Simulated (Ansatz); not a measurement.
# Y4S3N2 (C2/m): band gap by G0W0 on PBE

How far does one-shot GW move the PBE gap of Y4S3N2 (C2/m)?

Calculated with Ansatz 0.2.0; PBE, then G0W0 on it, plane waves, PAW.

This is a report of a sequence of runs, with most program output left out.

In doubt: masses and optical values from hybrid runs of this build are listed as unsure (in some of the runs), which bears on the screening that GW takes from such a start.

### 1. Starting point

Symmetry: C2/m, No. 12, monoclinic system. The conventional cell has a = 12.924 Å, b = 3.831 Å, c = 9.850 Å, α = 90.00°, β = 128.38°, γ = 90.00°. Nearest to Y lie 3 N at 2.23 to 2.32 Å and 3 S at 2.88 to 2.92 Å. Y has 1 N at 2.14 Å and 5 S at 2.73 to 3.03 Å nearest. S has 6 Y at 2.80 to 2.88 Å nearest. S has 5 Y at 2.73 to 3.03 Å nearest. N has 4 Y at 2.14 to 2.32 Å nearest. Farther neighbours and most contacts between anions are not listed.

The cell and positions are those that the Materials Project relaxed with its own functionals (PBE, PBE+U or r2SCAN), kept fixed. At the settings of the band run the largest force is still 0.06 eV/Å.

### 2. The PBE band structure

Levels along a band path and on the mesh show where this functional puts the band edges.

This step: DFT, PBE, plane waves, PAW; PAW set soft_1.

The input, input.yaml:

```yaml
crystal:
  lattice:
    - [6.4622478753, -1.9155154099, 0.0]
    - [6.4622478753, 1.9155154099, 0.0]
    - [-6.1150777327, 0.0, 7.7218549571]
  atoms:
    - { symbol: "Y", position: [0.76032434, 0.76032434, 0.64851811] }
    - { symbol: "Y", position: [0.23967566, 0.23967566, 0.35148189] }
    - { symbol: "Y", position: [0.43654668, 0.43654668, 0.14567864] }
    - { symbol: "Y", position: [0.56345332, 0.56345332, 0.85432136] }
    - { symbol: S, position: [0.0, 0.0, 0.0] }
    - { symbol: S, position: [0.17442465, 0.17442465, 0.78433872] }
    - { symbol: S, position: [0.82557535, 0.82557535, 0.21566128] }
    - { symbol: "N", position: [0.64303648, 0.64303648, 0.36114028] }
    - { symbol: "N", position: [0.35696352, 0.35696352, 0.63885972] }
kpoints:
  mp_grid: { grid: [6, 6, 4] }
  band_path:
    path:
      - [[0.0, 0.0, 0.0], [-0.28574107, 0.28574107, 0.0]]
      - [[-0.71425893, -0.28574107, 0.0], [-0.5, -0.5, 0.0], [0.0, 0.0, 0.0], [-0.5, -0.5, 0.5], [-0.7433739, -0.2566261, 0.5]]
      - [[-0.2566261, 0.2566261, 0.5], [0.0, 0.0, 0.5], [0.0, 0.0, 0.0]]
      - [[-0.5, 0.0, 0.5], [0.0, 0.0, 0.0], [-0.5, 0.0, 0.0]]
    npoints: 10
hamiltonian:
  xc: pbe
  pseudopotentials: { kind: paw, azcp: { folder: soft_1 } }
scf:
  occupations: { method: fermi_dirac, width: 0.02 }
  n_extra_bands: 7
output:
  eigenvalues: true
  forces: true
  stress: true
  write_density: true
  write_potential: true
  elf: true
  volumetric_format: npy
```

Command:

```console
> ansatz run input.yaml --threads 2 --pin off --max-ram 92160MiB --backend cuda --events-out ev --progress --plain --runs-dir out --devices 1 --max-vram 13GiB
```

Wall time 19 s (1 × NVIDIA H100 80GB HBM3 (shared by 6 runs) with 2 threads of AMD EPYC 7R13 (Zen 3), shared host); peak memory 1.1 GiB.

This step gave:

```yaml
pressure: 0.4397 GPa
filled_bands: 36
gap: 1.428 eV
valence_top_at: M_2
conduction_bottom_at: Y_2
least_direct_gap: 1.468 eV
```

Over mesh and path the gap is 1.428 eV, from k = (-0.500, -0.500, 0.500) to k = (-0.500, -0.500, 0.000). The least direct gap found is 1.468 eV, at k = (-0.500, -0.500, 0.500).

Electronic bands along the path, in eV, zero at the top of the highest nominally filled band:

```tsv
point	band 33	band 34	band 35	band 36	band 37	band 38	band 39	band 40
Γ	-1.23	-0.84	-0.64	-0.15	1.78	2.71	3.17	3.45
halfway	-1.11	-0.93	-0.83	-0.59	3.17	3.35	3.41	3.63
C	-1.01	-1.01	-0.79	-0.67	2.26	3.27	3.73	4.13
jump to C2	-1.01	-1.01	-0.79	-0.67	2.26	3.27	3.73	4.13
halfway	-1.10	-1.06	-0.91	-0.73	1.90	3.03	3.44	3.62
Y2	-1.05	-1.05	-0.96	-0.93	1.43	2.87	3.45	3.55
halfway	-1.20	-0.87	-0.80	-0.33	1.52	2.84	3.23	3.63
Γ	-1.23	-0.84	-0.64	-0.15	1.78	2.71	3.17	3.45
halfway	-1.13	-0.99	-0.78	-0.07	1.57	2.73	3.27	3.55
M2	-1.08	-1.04	-0.86	0.00	1.47	2.50	3.34	3.41
halfway	-1.04	-0.95	-0.79	-0.44	2.38	2.94	3.19	3.27
D	-1.11	-0.93	-0.56	-0.47	2.85	2.95	3.49	3.79
jump to D2	-1.11	-0.93	-0.56	-0.47	2.85	2.95	3.49	3.79
halfway	-1.07	-0.88	-0.55	-0.50	3.04	3.19	3.35	3.53
A	-1.16	-0.77	-0.71	-0.58	1.83	2.62	3.26	3.59
halfway	-1.25	-0.70	-0.70	-0.47	1.81	2.67	3.34	3.51
Γ	-1.23	-0.84	-0.64	-0.15	1.78	2.71	3.17	3.45
jump to L2	-1.10	-1.01	-0.77	-0.56	2.44	3.36	3.50	4.02
halfway	-1.04	-0.98	-0.83	-0.54	2.93	3.15	3.25	3.70
Γ	-1.23	-0.84	-0.64	-0.15	1.78	2.71	3.17	3.45
halfway	-1.10	-0.79	-0.73	-0.50	2.84	3.20	3.39	3.69
V2	-1.20	-0.82	-0.55	-0.51	2.60	3.02	3.92	3.93
```

Electrostatic potential energy in the ac plane of the conventional cell at fractional y = 0.000, with atoms of Y and S and N within 0.2 Å of it. With pseudopotentials it is smooth inside the atoms' cores, unlike the true potential.

Ten even steps from '0' (-46 eV) to '9' (13 eV), each cell a mean:
```
248999999999888999987556789999999623
589999999999999999862114799999998522
999999866799999998510005899999998777
999996322699999986100037999999999999
999962323799999984000378999988889999
999732326999999985225789998754578999
999632379999976787678999986211478999
999766899998412798899999851000589999
999999999995004899999998620003799999
999999999983148999999998410037999999
999999999986799999999987533579999999
999999999988899999999998777899999999
999999998655789999999999889999999999
999999974113689999999996469999999999
999999730003789999999840169999999999
999997300016899999999500489999988999
999986100158999988888435899998546899
999986323689999865578889999963225899
999987668899987411268999999733327999
999988899999873000379999998422269999
988899999999740001589999998534799999
655799999998620015899999998778999998
223799999998632368999999999999999984
325899999998766789999888899999999842
```
Columns run along a (12.9 Å; values clipped at the 3rd and 97th percentile), rows up along c (9.8 Å), edges of the conventional cell, whose origin can differ from the input's. Atoms in or near the plane, at fractional coordinates: Y at (0.76, 0.65), Y at (0.24, 0.35), Y at (0.44, 0.15), Y at (0.56, 0.85), S at (0.00, 0.00), S at (0.17, 0.78), S at (0.83, 0.22), N at (0.64, 0.36), N at (0.36, 0.64).

ELF in the ac plane of the conventional cell at fractional y = 0.000, with atoms of Y and S and N within 0.2 Å of it. It is the smooth field of the valence electrons, not physical close to the nuclei.

Values, 13 rows by 16 columns, each cell a mean:
```
0.66 0.47 0.23 0.54 0.54 0.18 0.05 0.07 0.19 0.64 0.59 0.09 0.05 0.18 0.76 0.53
0.48 0.28 0.71 0.77 0.80 0.26 0.05 0.11 0.68 0.72 0.47 0.06 0.05 0.22 0.71 0.78
0.17 0.69 0.44 0.47 0.61 0.18 0.36 0.35 0.79 0.62 0.12 0.08 0.17 0.28 0.22 0.24
0.40 0.81 0.59 0.70 0.28 0.60 0.75 0.38 0.35 0.10 0.09 0.28 0.76 0.67 0.08 0.07
0.47 0.79 0.72 0.28 0.54 0.53 0.67 0.37 0.04 0.05 0.16 0.72 0.69 0.43 0.05 0.07
0.23 0.37 0.17 0.28 0.75 0.71 0.61 0.19 0.02 0.02 0.33 0.73 0.48 0.08 0.04 0.04
0.03 0.03 0.05 0.19 0.40 0.30 0.08 0.02 0.02 0.13 0.31 0.45 0.30 0.07 0.05 0.05
0.07 0.04 0.07 0.52 0.78 0.48 0.03 0.03 0.16 0.65 0.67 0.77 0.35 0.21 0.49 0.38
0.10 0.05 0.37 0.73 0.70 0.20 0.06 0.04 0.25 0.71 0.53 0.55 0.30 0.74 0.82 0.60
0.07 0.07 0.51 0.73 0.27 0.09 0.13 0.48 0.39 0.69 0.59 0.27 0.69 0.45 0.77 0.48
0.33 0.36 0.20 0.11 0.07 0.11 0.61 0.76 0.43 0.24 0.14 0.57 0.60 0.44 0.70 0.20
0.79 0.81 0.36 0.05 0.05 0.39 0.77 0.68 0.13 0.05 0.17 0.73 0.82 0.70 0.27 0.51
0.36 0.78 0.25 0.07 0.09 0.40 0.53 0.17 0.07 0.06 0.14 0.35 0.44 0.19 0.45 0.66
```
Columns run along a (12.9 Å), rows up along c (9.8 Å), edges of the conventional cell, whose origin can differ from the input's. Atoms in or near the plane, at fractional coordinates: Y at (0.76, 0.65), Y at (0.24, 0.35), Y at (0.44, 0.15), Y at (0.56, 0.85), S at (0.00, 0.00), S at (0.17, 0.78), S at (0.83, 0.22), N at (0.64, 0.36), N at (0.36, 0.64).

### 3. G0W0 on the 4×4×2 mesh

G0W0 replaces the xc potential by a self-energy built once from the orbitals of the start. Levels are corrected in the window of bands that the input names, at points of the mesh.

This step: G0W0 on PBE, plane waves, PAW; PAW set soft_1.

input.yaml, the sections that differ from step 2:

```yaml
kpoints:
  mp_grid: { grid: [4, 4, 2] }
scf:
  occupations: { method: fixed }
gw:
  n_empty_bands: 1048
  ecut_chi: 180.0
  qp_bands: [v3, c3]
  qp_kpoints: band_edges
  screening: { model: contour_deformation }
# crystal, hamiltonian: as in step 2
# output: removed
```

Wall time 91 s (1 × NVIDIA H100 80GB HBM3 (shared by 6 runs) with 2 threads); peak memory 4.3 GiB; 2.4 min of CPU time.

Numbers from this step:

* bands summed: 1084
* RPA ε∞ on this mesh (eigenvalues): 5.882, 6.078, 6.478
* plane waves in the screening matrix: 1059
* q-points in the mesh: 32
* G0W0 gap over the corrected points: 2.314 eV
* k of the valence top: -0.5, -0.5, -0.5
* k of the conduction bottom: -0.5, -0.5, 0
* starting gap on the mesh: 1.429 eV
* Z at the valence top: 0.7409
* Z at the conduction bottom: 0.7840
* least direct G0W0 gap over the corrected points: 2.367 eV

Over 12 of 14 irreducible mesh points the G0W0 gap is 2.314 eV, from k = (-0.500, -0.500, -0.500) to k = (-0.500, -0.500, 0.000). The PBE gap of this run on the mesh is 1.429 eV. The two states that bound the G0W0 gap lie that far apart at the start, so the correction of the gap is 2.314 − 1.429 = +0.885 eV. The start of this run differs from the step before in mesh (6×6×4 and 4×4×2).

Labels follow the order of the start: v1 is the top filled band, c1 the lowest empty one; levels that stay degenerate share a row, the window can cut a multiplet, doubted levels are not marked in this list, bands outside the window were not corrected, and the list may be a part of the corrected levels. The levels before and after the correction (eV, zero at the valence-band top of each column):

```tsv
	conduction bottom	valence top
Kohn-Sham	1.43	0.00
G0W0	2.31	0.00
```

```tsv
	level	occupation	energy (eV)
Kohn-Sham	(-0.5 -0.5 0) v3	2	-1.049
Kohn-Sham	(-0.5 -0.5 0) v2	2	-0.960
Kohn-Sham	(-0.5 -0.5 0) v1	2	-0.935
Kohn-Sham	(-0.5 -0.5 0) c1	0	1.429
Kohn-Sham	(-0.5 -0.5 0) c2	0	2.871
Kohn-Sham	(-0.5 -0.5 0) c3	0	3.448
Kohn-Sham	(-0.5 -0.5 -0.5) v3	2	-1.044
Kohn-Sham	(-0.5 -0.5 -0.5) v2	2	-0.858
Kohn-Sham	(-0.5 -0.5 -0.5) v1	2	0.000
Kohn-Sham	(-0.5 -0.5 -0.5) c1	0	1.469
Kohn-Sham	(-0.5 -0.5 -0.5) c2	0	2.505
Kohn-Sham	(-0.5 -0.5 -0.5) c3	0	3.340
G0W0	(-0.5 -0.5 0) v3	2	-1.224
G0W0	(-0.5 -0.5 0) v2	2	-1.010
G0W0	(-0.5 -0.5 0) v1	2	-0.912
G0W0	(-0.5 -0.5 0) c1	0	2.314
G0W0	(-0.5 -0.5 0) c2	0	3.917
G0W0	(-0.5 -0.5 0) c3	0	4.383
G0W0	(-0.5 -0.5 -0.5) v3	2	-1.170
G0W0	(-0.5 -0.5 -0.5) v2	2	-0.883
G0W0	(-0.5 -0.5 -0.5) v1	2	0.000
G0W0	(-0.5 -0.5 -0.5) c1	0	2.367
G0W0	(-0.5 -0.5 -0.5) c2	0	3.386
G0W0	(-0.5 -0.5 -0.5) c3	0	4.503
```

The parts of the quasiparticle energy for the two states that bound the G0W0 gap, in eV on the run's own scale (QP = start + Σx + Σc − Vxc, with Σc at the quasiparticle energy):

```tsv
edge	k	band	start	Σx	Σc	Vxc	Z	QP
valence top	(-0.500, -0.500, -0.500)	36	8.019	−20.133	2.427	−17.127	0.741	7.441
conduction bottom	(-0.500, -0.500, 0.000)	37	9.448	−8.287	−3.933	−12.527	0.784	9.755
```

### 4. Spin-orbit coupling in PBE

This run has two-component orbitals with spin-orbit coupling.

This step: DFT, PBE with spin-orbit coupling, plane waves, PAW; PAW set soft_1.

input.yaml: that of step 3 with these lines changed.

```diff
@@ -16,13 +16,26 @@
 kpoints:
-  mp_grid: { grid: [4, 4, 2] }
+  mp_grid: { grid: [6, 6, 4] }
+  band_path:
+    path:
+      - [0.0, 0.0, 0.0]
+      - [-0.28574107, 0.28574107, 0.0]
+      - [-0.71425893, -0.28574107, 0.0]
+      - [-0.5, -0.5, 0.0]
+      - [-0.5, -0.5, 0.5]
+      - [-0.7433739, -0.2566261, 0.5]
+      - [-0.2566261, 0.2566261, 0.5]
+      - [0.0, 0.0, 0.5]
+    npoints: 1
 hamiltonian:
   xc: pbe
-  pseudopotentials: { kind: paw, azcp: { folder: soft_1 } }
+  pseudopotentials: { kind: paw_fr, azcp: { folder: soft_1 } }
 scf:
   occupations: { method: fixed }
-gw:
-  n_empty_bands: 1048
-  ecut_chi: 180.0
-  qp_bands: [v3, c3]
-  qp_kpoints: band_edges
-  screening: { model: contour_deformation }
+  n_extra_bands: 14
+magnetization:
+  noncollinear: true
+  spin_orbit: true
+output:
+  eigenvalues: true
+  forces: true
+  stress: true
```

Run time: 14 s. Hardware: 1 × NVIDIA H100 80GB HBM3 (shared by 6 runs) with 2 threads; peak memory 1.1 GiB.

Numbers from this step:

* pressure: 0.4341 GPa
* gap: 1.428 eV
* valence top at: M_2
* conduction bottom at: Y_2
* least direct gap: 1.468 eV

Over mesh and listed points the gap is 1.428 eV, from k = (-0.500, -0.500, 0.500) to k = (-0.500, -0.500, 0.000). The least direct gap found is 1.468 eV, at k = (-0.500, -0.500, 0.500). PBE+SOC against PBE: 1.428 − 1.428 = +0.000 eV, with the same mesh, set of files (read in its fully relativistic form for the spin-orbit run) and cutoff, and both edges at the same k points. The spin-orbit run sees mesh and listed points alone, so its gap is an upper bound: the coupling can move an edge off these points, and the change over the zone, its sign included where it is small, is not known.

### 5. The runs together

Each gap is the least one over the points named; times are wall times on shared hosts, not benchmarks. A G0W0 time includes the run's own self-consistent start. Runs with listed points see these and the mesh alone, so an edge that moves elsewhere is missed. Rows marked * are further runs, not shown as steps, whose inputs differ from the G0W0 step on the same start in the columns given; solver thresholds can differ too. Symmetry makes (-0.500, -0.500, 0.500) and (-0.500, -0.500, -0.500) one point.

```tsv
level	mesh	files, cutoff	bands summed, screening	points	gap (eV)	valence top	conduction bottom	least direct gap (eV)	time
PBE	6×6×4	soft_1 PAW, 420 eV	-	mesh and path	1.428	(-0.500, -0.500, 0.500)	(-0.500, -0.500, 0.000)	1.468	19 s
PBE+SOC	6×6×4	soft_1 PAW, 420 eV	-	mesh and listed points	1.428	(-0.500, -0.500, 0.500)	(-0.500, -0.500, 0.000)	1.468	14 s
G0W0@PBE*	4×4×2	soft_1 PAW, 420 eV	208, 54 eV	12 of 14 irreducible mesh points	2.051	(-0.500, -0.500, -0.500)	(-0.500, -0.500, 0.000)	2.103	31 s
G0W0@PBE*	4×4×2	soft_1 PAW, 420 eV	523, 108 eV	12 of 14 irreducible mesh points	2.201	(-0.500, -0.500, -0.500)	(-0.500, -0.500, 0.000)	2.253	48 s
G0W0@PBE	4×4×2	soft_1 PAW, 420 eV	1084, 180 eV	12 of 14 irreducible mesh points	2.314	(-0.500, -0.500, -0.500)	(-0.500, -0.500, 0.000)	2.367	91 s
G0W0@PBE*	4×4×2	soft_1 PAW, 420 eV	1084, 180 eV, plasmon pole	12 of 14 irreducible mesh points	2.267	(-0.500, -0.500, -0.500)	(-0.500, -0.500, 0.000)	2.320	2.7 min
```

### 6. Summary of results

```json
{"PBE gap over mesh and path": "1.428 eV, from k = (-0.500, -0.500, 0.500) to k = (-0.500, -0.500, 0.000)", "G0W0@PBE gap over 12 of 14 irreducible mesh points": "2.314 eV, from k = (-0.500, -0.500, -0.500) to k = (-0.500, -0.500, 0.000)", "PBE+SOC gap over mesh and listed points": "1.428 eV", "GW settings": "4×4×2 mesh, 1048 empty bands, screening to 180 eV, PAW set soft_1 files", "known limits": "finite bands, screening cutoff and k mesh; no spin-orbit coupling in G0W0"}
```

In words: Over 12 of 14 irreducible mesh points the G0W0 gap is 2.314 eV, from k = (-0.500, -0.500, -0.500) to k = (-0.500, -0.500, 0.000). The PBE gap of this run on the mesh is 1.429 eV. The two states that bound the G0W0 gap lie that far apart at the start, so the correction of the gap is 2.314 − 1.429 = +0.885 eV. The valence state moves by 7.441 − 8.019 = −0.578 eV and the conduction state by 9.755 − 9.448 = +0.307 eV, on the run's own scale; with 208 bands the edge states move by +0.082 and +0.704 eV, so the split between the edges depends on the bands and cutoff. Both edges that PBE shows over mesh and path lie at k points where levels were corrected. Levels at other points were not corrected, so a lower G0W0 gap elsewhere in the zone is not ruled out. From 208 bands and 54 eV to 1084 bands and 180 eV the gap moves by 2.314 − 2.051 = +0.263 eV (rung by rung 2.051, 2.201, 2.314 eV); bands and screening cutoff rise together, so their parts are not told apart. A line in one over the bands through the two highest rungs gives 2.314 + (2.314 − 2.201) × 523 / (1084 − 523) = 2.419 eV, and through the pair below 2.201 + (2.201 − 2.051) × 208 / (523 − 208) = 2.300 eV. The two differ by 0.119 eV, not under the 0.030 eV asked, so the law does not hold well over these rungs and the limit is not known. With the plasmon pole model in place of the contour deformation model and all else as in the G0W0@PBE row with 1084 bands, the gap differs by 2.267 − 2.314 = −0.047 eV. G0W0 on other starts in this series, not shown as steps and not all at these settings: 2.464 eV on r2SCAN (4×4×2, soft_1 PAW, 1084 bands, 180 eV) and 2.704 eV on HSE06 (4×4×2, soft_1 PAW, 1084 bands, 180 eV). PBE+SOC against PBE: 1.428 − 1.428 = +0.000 eV, with the same mesh, set of files (read in its fully relativistic form for the spin-orbit run) and cutoff, and both edges at the same k points. The spin-orbit run sees mesh and listed points alone, so its gap is an upper bound: the coupling can move an edge off these points, and the change over the zone, its sign included where it is small, is not known. What spin-orbit coupling does to the G0W0 levels was not computed, so no sum with the G0W0 gap is formed. The G0W0 runs are scalar-relativistic. No pair of G0W0 runs that differ in the mesh alone is shown (4×4×2 is a supercell whose nearest images lie 15 Å apart), so the error from the mesh is not known here. G0W0@PBE runs of this series with other atomic data on the same mesh, not shown as steps, give 2.366 eV (hard PAW, 870 eV, 1589 bands, screening to 234 eV); where bands and cutoffs differ too, the part of the files is not isolated.

[Paths, hosts, dates, memory and timing lines, banners, echoed tables and standing remarks are left out of the program output.]

[Logs are printed without paths, hosts, clocks, repeated set-up lines and the standing remarks that a program may print on its own settings, such as how far it seeks lower states.]

[Runs of the session that timed out or met a known fault of the program may be left out.]

[Cells called generated may have been cut or substituted from an entry of the Crystallography Open Database or the Materials Project.]

[Hosts, paths, dates, database ids (printed as entryN), source tags and the programs' standing remarks are cut or masked in the printed files.]

[Where an RPA ε∞ is given, it is that of the G0W0 mesh and is not shown converged in it. Names of k-points follow the symmetry that the program found, which can be lower than the space group named. Band edges on a path are those of the sampled points; other points can move an edge, and change direct to indirect where valleys lie close.]

[Hybrid gaps are those of their k-mesh and are not shown converged in it.]
